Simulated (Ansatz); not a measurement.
**WS2 (Tungstenite): band gap by G0W0 on PBE**

Aim: the quasiparticle gap of WS2 (Tungstenite), starting from PBE.

Calculated with Ansatz 0.2.0; PBE, then G0W0 on it, plane waves, PAW.

The database entry behind the starting cell differs from later determinations by our own check (an axis about 1.4 % long against later determinations), so it need not match the best structure at ambient conditions.

## (1) Starting point

The structure is hexagonal, space group P6_3/mmc (No. 194). Conventional cell: a = 3.180 Å, b = 3.180 Å, c = 12.500 Å, α = 90.00°, β = 90.00°, γ = 120.00°. W has 6 S at 2.41 Å nearest. Nearest to S lie 3 W at 2.41 Å. Farther neighbours and most contacts between anions are not listed.

The cell and positions come from the Crystallography Open Database and are kept as given unless a step says otherwise. Spin-orbit coupling is left out unless a step names it. The default PAW set here is soft_2. Its files were made with PBE.

## (2) Bands along the symmetry lines

Levels along a band path and on the mesh show where this functional puts the band edges.

This step: DFT, PBE, plane waves, PAW.

Input file input.yaml:

```yaml
crystal:
  lattice:
    - [3.18, 0.0, 0.0]
    - [-1.59, 2.753960784, 0.0]
    - [0.0, 0.0, 12.5]
  atoms:
    - { symbol: W, position: [0.3333333333, 0.6666666667, 0.25] }
    - { symbol: W, position: [0.6666666667, 0.3333333333, 0.75] }
    - { symbol: S, position: [0.3333333333, 0.6666666667, 0.625] }
    - { symbol: S, position: [0.6666666667, 0.3333333333, 0.125] }
    - { symbol: S, position: [0.3333333333, 0.6666666667, 0.875] }
    - { symbol: S, position: [0.6666666667, 0.3333333333, 0.375] }
kpoints:
  mp_grid: { grid: [12, 12, 2] }
  band_path:
    path:
      - [[0.0, 0.0, 0.0], [0.5000000000023, -3.133194478323e-12, 0.0], [0.3333333333349, 0.3333333333286, 0.0], [0.0, 0.0, 0.0], [0.0, 0.0, 0.5], [0.5000000000023, -3.133194478323e-12, 0.5], [0.3333333333349, 0.3333333333286, 0.5], [0.0, 0.0, 0.5]]
      - [[0.5000000000023, -3.133194478323e-12, 0.5], [0.5000000000023, -3.133194478323e-12, 0.0]]
      - [[0.3333333333349, 0.3333333333286, 0.5], [0.3333333333349, 0.3333333333286, 0.0]]
    npoints: 10
hamiltonian:
  xc: pbe
scf:
  occupations: { method: fermi_dirac, width: 0.02 }
  n_extra_bands: 6
output:
  forces: true
  stress: true
  eigenvalues: true
  write_density: true
  write_potential: true
  elf: true
  volumetric_format: npy
```

On the command line:

```bash
> ansatz run input.yaml --threads 3 --pin off --max-ram 64512MiB --backend cuda --events-out ev --progress --plain --runs-dir out --devices 1 --max-vram 24GiB  # rebuilt from the run's record
```

Numbers of over 12 decimals in the logs are rounded to 6 here.

What it wrote:

```text
scf.n_extra_bands = 6 over 26 filled bands (N_el = 52.0): the run solves 32 bands
GPUs: using 1 of 1 available (devices: 1).
Engine: ansatz 0.2.0, x86_64-unknown-linux-gnu
Pseudopotentials: kind: paw
Pseudopotential: W, paw, valence charge 14, recommended cutoff 420 eV (normal), W.paw.azcp
Pseudopotential: S, paw, valence charge 6, recommended cutoff 420 eV (normal), S.paw.azcp
Functional definition: PBE
  parameter kappa = 0.804
  parameter beta = 0.066725
  exchange = pbe_x(kappa = kappa, mu = beta*pi^2/3)
  correlation = pbe_c(beta = beta)
device memory: the entry about to start is reckoned to put 2.7 GiB on a device that reports 75.3 GiB free (of which the cap on the GPU budget leaves the run 24.0 GiB)
GPU FFT provider: cuFFT
GPU libraries: cuBLAS 13.8.2, cuFFT 12.4.0, cuSOLVER 12.3.4
Crystal: 6 atoms, lattice volume = 109.470 Å³
Basis set: ecut = 420 eV, 2129 PW (Γ), exchange–correlation on 48×48×180 points (8 copies of the dense FFT grid, shifted against one another)
Bands: 32, of which v1, the nominal top of the filled ones, is band 26 counted from 1 (25 counted from 0)
Symmetry: 24 space group operations
Space group: P63/mmc (ITA 194), of the structure as read, at distance tolerance 4.8e-5 Å
k-points: 38 of 288
Non-local potential: W, projectors of the file, l = 0: 3, l = 1: 2, l = 2: 2, l = 3: 1
Non-local potential: S, projectors of the file, l = 0: 2, l = 1: 2, l = 2: 2
PAW form: soft (Blöchl's): semilocal exchange-correlation on the pseudo side does not see the compensation charge
PAW one-centre angular grid: W, 590 points (default); XC on 64 Gauss nodes
PAW one-centre angular grid: S, 110 points (default); XC on 64 Gauss nodes
Initial density: superposition of atomic densities (neutral atoms: chi_scale 0, normalization atom), corrected by the library's trained network
Initial wavefunctions: pseudopotential atomic-orbital guess
GPU buffer pool allocated for 51840 grid points (all kernels)
GPU transforms: local potential and band sums: pruned to the plane-wave sphere, on 24×24×90
Functional: x = pbe(κ = 0.804, μ = 0.219515), c = pbe(β = 0.066725)
SCF iter   1: F=—  HF=-24382.790659 eV  |F-HF|=—  |Δ(HF+E_count)|=         —  Δρ=5.08e-3  dr2=1.58e-2  ethr=1.77e-3  ⟨swp⟩=6.8  Hψ=5856  notcnv=0
preconditioner: auto → Resta (q_TF=auto, 2.410 Å⁻¹)  ε∞=7.5  [insulator: Δε(μ)=1.041 eV  Ē_g=8.375 eV  σ=0.020 eV  W_gap=1.00  n_scr=26 (ndim 8)  ℏωp=21.3 eV  f_vac=0.025  D(μ)=0.00/eV (n_scr^D=0)  ε∞_Penn≈7.5]
SCF iter   2: F=—  HF=-24382.795210 eV  |F-HF|=—  |Δ(HF+E_count)|=   4.55e-3  Δρ=2.71e-3  dr2=2.08e-3  ethr=3.05e-5  ⟨swp⟩=2.7  Hψ=2146  notcnv=0  defer=19
SCF iter   3: F=—  HF=-24382.799007 eV  |F-HF|=—  |Δ(HF+E_count)|=   3.80e-3  Δρ=1.18e-3  dr2=4.41e-4  ethr=3.99e-6  ⟨swp⟩=2.0  Hψ=1903  notcnv=0  defer=19
SCF iter   4: F=—  HF=-24382.799968 eV  |F-HF|=—  |Δ(HF+E_count)|=   9.61e-4  Δρ=6.46e-5  dr2=5.57e-6  ethr=8.48e-7  ⟨swp⟩=2.0  Hψ=1957  notcnv=0  defer=19
SCF iter   5: F=—  HF=-24382.800044 eV  |F-HF|=—  |Δ(HF+E_count)|=   7.58e-5  Δρ=1.40e-5  dr2=2.54e-7  ethr=1.07e-8  ⟨swp⟩=2.0  Hψ=1981  notcnv=0  defer=19
SCF iter   6: F=-24382.800044 eV  HF=-24382.800044 eV  |F-HF|=1.36e-8  |Δ(HF+E_count)|=   4.29e-8  Δρ=4.91e-6  dr2=3.31e-8  ethr=1.92e-10  ⟨swp⟩=11.9  Hψ=9269  notcnv=0
SCF 1 converged in 6 iterations: F = -24382.800044 eV  dr2 = 3.31e-8
  greatest PAW one-centre occupation: 1.000 electrons in one spin orbital (limit 2), on the W atom at site 0 (counted from 0), in its partial waves of l = 0
device memory: the entry about to start is reckoned to put 4.1 GiB on a device that reports 72.7 GiB free (of which the cap on the GPU budget leaves the run 24.0 GiB)
NSCF: frozen V_eff on 93 k-points, pencils in batches of 32, up to order 144
SCF converged after 6 iterations
Free energy (F): -24382.800044 eV
Harris-Foulkes:  -24382.800044 eV  (|F-HF|=1.36e-8)
Internal energy: -24382.800044 eV  (E = F + TS)
E sigma→0 (E₀):  -24382.800044 eV
Fermi energy:    11.770600 eV
--- Per-component energies (eV) ---
  E_band       = -396.017835
  E_kinetic    = 1332.608774
  E_local      = -3640.450060  (includes V_loc(G=0)·N_el)
  E_nonlocal   = 114.706262
  E_hartree    = 1448.734663
  E_xc         = -924.382899
  E_vxc        = -830.174023  (∫ρ·V_xc dr)
  E_paw        = -19526.253548  (= ΣΔE_a)
  E_vpaw       = -270.179692  (= ΣTr[D̂ρ^β])
  E_aug_tail   = -0.000119  (compensation charges beyond the density's cutoff)
  E_ewald      = -3187.763116
  E_smearing   = -0.000000  (= −TS)
  E_closure    = -0.000000  (closes the sum)
  Σ components = -24382.800044   (vs F -24382.800044, Δ=0.00e0)
--- Forces (eV/Å), atoms counted from 1 ---
  atom   1  W      0.00000000     0.00000000     0.00000000
  atom   2  W      0.00000000    -0.00000000    -0.00000000
  atom   3  S     -0.00000000     0.00000000    -0.12938496
  atom   4  S     -0.00000000    -0.00000000    -0.12938496
  atom   5  S     -0.00000000     0.00000000     0.12938496
  atom   6  S     -0.00000000    -0.00000000     0.12938496
  max |Σ_I F_I| component: 6.94e-18 eV/Å
--- Stress (GPa, compression-positive) ---
        1.662283      -0.000000      -0.000000
        0.000000       1.662283      -0.000000
       -0.000000      -0.000000       3.507954
  P = ⅓ Tr σ = 2.2775 GPa (22.775 kbar)
--- Band table (eV; the first three rows and the last of 38) ---
  k-point 0: bands = [... 22 lower, 8.9992, 9.6947, 10.1737, 11.2656, 13.5107, 13.5107, 13.5185, 13.5185, ... 2 higher]
  k-point 1: bands = [... 22 lower, 8.9779, 8.9779, 10.9618, 10.9618, 13.5075, 13.5075, 13.5075, 13.5075, ... 2 higher]
  k-point 2: bands = [... 22 lower, 9.0316, 9.8655, 10.1766, 11.0492, 13.4090, 13.4104, 13.4680, 13.4953, ... 2 higher]
  k-point 37: bands = [... 22 lower, 8.2313, 8.2313, 10.6058, 10.6058, 12.4366, 12.4366, 13.9181, 13.9181, ... 2 higher]
```

Run time: 4.4 s. Hardware: 1 × NVIDIA H100 80GB HBM3 (shared by 3 runs) with 3 threads of AMD EPYC 7R13 (Zen 3), shared host; peak memory 1 GiB.

The column dr2 measures how far the density is from self-consistency, as an energy; F and HF (Harris–Foulkes) agree once it is small.

This step gave:

```
pressure             : 2.278 GPa
filled bands         : 26
gap                  : 1.046 eV
valence top at       : Γ
conduction bottom at : k = (0.167, 0.167, 0.000)
least direct gap     : 1.739 eV
```

Over mesh and path the gap is 1.046 eV, from k = Γ to k = (0.167, 0.167, 0.000). The least direct gap found is 1.739 eV, at k = (0.333, 0.333, 0.000).

Electronic bands along the path, in eV, zero at the top of the highest nominally filled band:

```tsv
point	band 23	band 24	band 25	band 26	band 27	band 28	band 29	band 30
Γ	-2.27	-1.57	-1.09	0.00	2.25	2.25	2.25	2.25
halfway	-2.57	-1.87	-1.56	-1.44	1.39	1.83	2.01	2.27
M	-2.02	-1.85	-1.67	-1.51	2.20	2.24	2.56	2.77
halfway	-2.92	-2.60	-1.20	-0.99	1.85	1.93	2.78	2.83
K	-2.91	-2.91	-0.74	-0.57	1.17	1.17	2.19	3.26
halfway	-2.10	-1.83	-1.53	-1.49	1.05	1.79	2.03	2.16
Γ	-2.27	-1.57	-1.09	0.00	2.25	2.25	2.25	2.25
halfway	-2.27	-2.08	-0.70	-0.07	2.24	2.24	2.25	2.25
A	-2.29	-2.29	-0.30	-0.30	2.24	2.24	2.24	2.24
halfway	-2.30	-2.30	-1.47	-1.47	1.77	1.77	1.91	1.91
L	-1.94	-1.94	-1.58	-1.58	2.22	2.22	2.68	2.68
halfway	-2.81	-2.81	-1.09	-1.09	1.89	1.89	2.82	2.82
H	-3.03	-3.03	-0.66	-0.66	1.17	1.17	2.65	2.65
halfway	-2.01	-2.01	-1.51	-1.51	1.40	1.40	2.15	2.15
A	-2.29	-2.29	-0.30	-0.30	2.24	2.24	2.24	2.24
jump to L	-1.94	-1.94	-1.58	-1.58	2.22	2.22	2.68	2.68
halfway	-1.99	-1.88	-1.64	-1.52	2.20	2.23	2.60	2.75
M	-2.02	-1.85	-1.67	-1.51	2.20	2.24	2.56	2.77
jump to H	-3.03	-3.03	-0.66	-0.66	1.17	1.17	2.65	2.65
halfway	-2.96	-2.96	-0.71	-0.60	1.17	1.17	2.32	3.06
K	-2.91	-2.91	-0.74	-0.57	1.17	1.17	2.19	3.26
```

Electrostatic potential energy in the ac plane at fractional y = 0.333, with atoms of W and S within 0.2 Å of it. With pseudopotentials it is smooth inside the atoms' cores, unlike the true potential.

Ten even steps from '0' (-38 eV) to '9' (16 eV), each cell a mean:
```
9999999999999999
9999999999999999
8877788999999999
8888888888778888
8888887642112357
7889875200000014
7899886300000025
8888888765444578
8877788999999998
8888889999999999
9999999999999999
9999999999999999
9999999999999999
9999999865444678
8999997522332137
8999988532222247
8777788877666788
7655567888999888
7666677888888888
8888888764434578
8999987422332137
8999998632222257
9999999987667889
9999999999999999
```
Columns run along a (3.2 Å; values clipped at the 3rd and 97th percentile), rows up along c (12.5 Å). Atoms in or near the plane, at fractional coordinates: W at (0.67, 0.75), S at (0.67, 0.12), S at (0.67, 0.38).

Valence density in the ac plane at fractional y = 0.333, with atoms of W and S within 0.2 Å of it. It is the smooth field of the valence electrons, not physical close to the nuclei.

Values in e/Å³, 24 rows by 16 columns, each cell a mean:
```
0.1 0.1 0.1 0.1 0.1 0.1 0.1 0.0 0.0 0.0 0.0 0.0 0.0 0.0 0.0 0.1
0.2 0.2 0.3 0.3 0.3 0.2 0.2 0.1 0.1 0.1 0.1 0.1 0.1 0.1 0.1 0.1
0.4 0.5 0.5 0.5 0.5 0.4 0.3 0.2 0.2 0.1 0.1 0.1 0.1 0.2 0.2 0.3
0.4 0.5 0.5 0.5 0.5 0.5 0.4 0.4 0.4 0.4 0.4 0.4 0.4 0.4 0.4 0.4
0.4 0.4 0.4 0.4 0.4 0.4 0.5 0.8 1.4 2.2 2.8 2.9 2.4 1.7 0.9 0.5
0.5 0.3 0.3 0.3 0.3 0.4 0.8 2.1 4.0 5.1 4.8 4.7 5.2 4.5 2.7 1.1
0.4 0.3 0.3 0.3 0.3 0.4 0.7 1.6 3.1 4.4 4.7 4.7 4.6 3.6 2.0 0.9
0.4 0.4 0.4 0.4 0.4 0.4 0.4 0.5 0.8 1.1 1.4 1.5 1.2 0.9 0.6 0.4
0.4 0.5 0.6 0.6 0.5 0.5 0.4 0.3 0.3 0.2 0.2 0.2 0.2 0.3 0.3 0.4
0.3 0.4 0.4 0.5 0.4 0.4 0.3 0.2 0.1 0.1 0.1 0.1 0.1 0.1 0.2 0.2
0.1 0.2 0.2 0.2 0.2 0.1 0.1 0.1 0.1 0.0 0.0 0.0 0.0 0.1 0.1 0.1
0.0 0.0 0.0 0.1 0.0 0.0 0.0 0.0 0.0 0.0 0.1 0.1 0.1 0.0 0.0 0.0
0.1 0.0 0.0 0.0 0.0 0.1 0.1 0.1 0.2 0.2 0.3 0.3 0.3 0.2 0.1 0.1
0.2 0.1 0.1 0.1 0.1 0.2 0.3 0.5 0.7 0.9 1.0 1.0 1.0 0.8 0.6 0.3
0.4 0.2 0.1 0.1 0.2 0.3 0.6 0.9 1.1 0.9 0.6 0.5 0.8 1.1 1.0 0.7
0.4 0.3 0.2 0.2 0.3 0.4 0.6 0.9 1.1 1.0 0.8 0.7 1.0 1.1 1.0 0.7
0.4 0.4 0.4 0.4 0.4 0.4 0.5 0.5 0.6 0.7 0.7 0.7 0.7 0.7 0.6 0.5
0.5 0.7 0.8 0.9 0.8 0.6 0.4 0.4 0.3 0.3 0.3 0.3 0.3 0.3 0.3 0.4
0.4 0.6 0.7 0.7 0.6 0.5 0.4 0.4 0.4 0.4 0.4 0.4 0.4 0.4 0.4 0.4
0.4 0.3 0.3 0.3 0.3 0.4 0.5 0.7 0.9 0.9 0.9 0.9 1.0 0.9 0.7 0.6
0.4 0.3 0.2 0.2 0.2 0.4 0.6 0.9 1.1 0.9 0.5 0.4 0.8 1.1 1.0 0.7
0.3 0.2 0.1 0.1 0.1 0.3 0.5 0.8 1.0 1.0 0.9 0.9 1.0 1.1 0.9 0.6
0.1 0.1 0.1 0.0 0.1 0.1 0.2 0.3 0.5 0.6 0.7 0.7 0.7 0.5 0.4 0.2
0.0 0.0 0.0 0.0 0.0 0.0 0.1 0.1 0.1 0.1 0.1 0.1 0.1 0.1 0.1 0.1
```
Columns run along a (3.2 Å), rows up along c (12.5 Å). Atoms in or near the plane, at fractional coordinates: W at (0.67, 0.75), S at (0.67, 0.12), S at (0.67, 0.38).

(Part 1 of 2 ends here.)

[Paths, hosts, dates, memory and timing lines, banners, echoed tables and standing remarks are left out of the program output.]

[Logs are printed without paths, hosts, clocks, repeated set-up lines and the standing remarks that a program may print on its own settings, such as how far it seeks lower states.]

[Runs of the session that timed out or met a known fault of the program may be left out.]

[Cells called generated may have been cut or substituted from an entry of the Crystallography Open Database or the Materials Project.]

[Hosts, paths, dates, database ids (printed as entryN), source tags and the programs' standing remarks are cut or masked in the printed files.]

[Where an RPA ε∞ is given, it is that of the G0W0 mesh and is not shown converged in it. Names of k-points follow the symmetry that the program found, which can be lower than the space group named. Band edges on a path are those of the sampled points; other points can move an edge, and change direct to indirect where valleys lie close.]

[Hybrid gaps are those of their k-mesh and are not shown converged in it.]
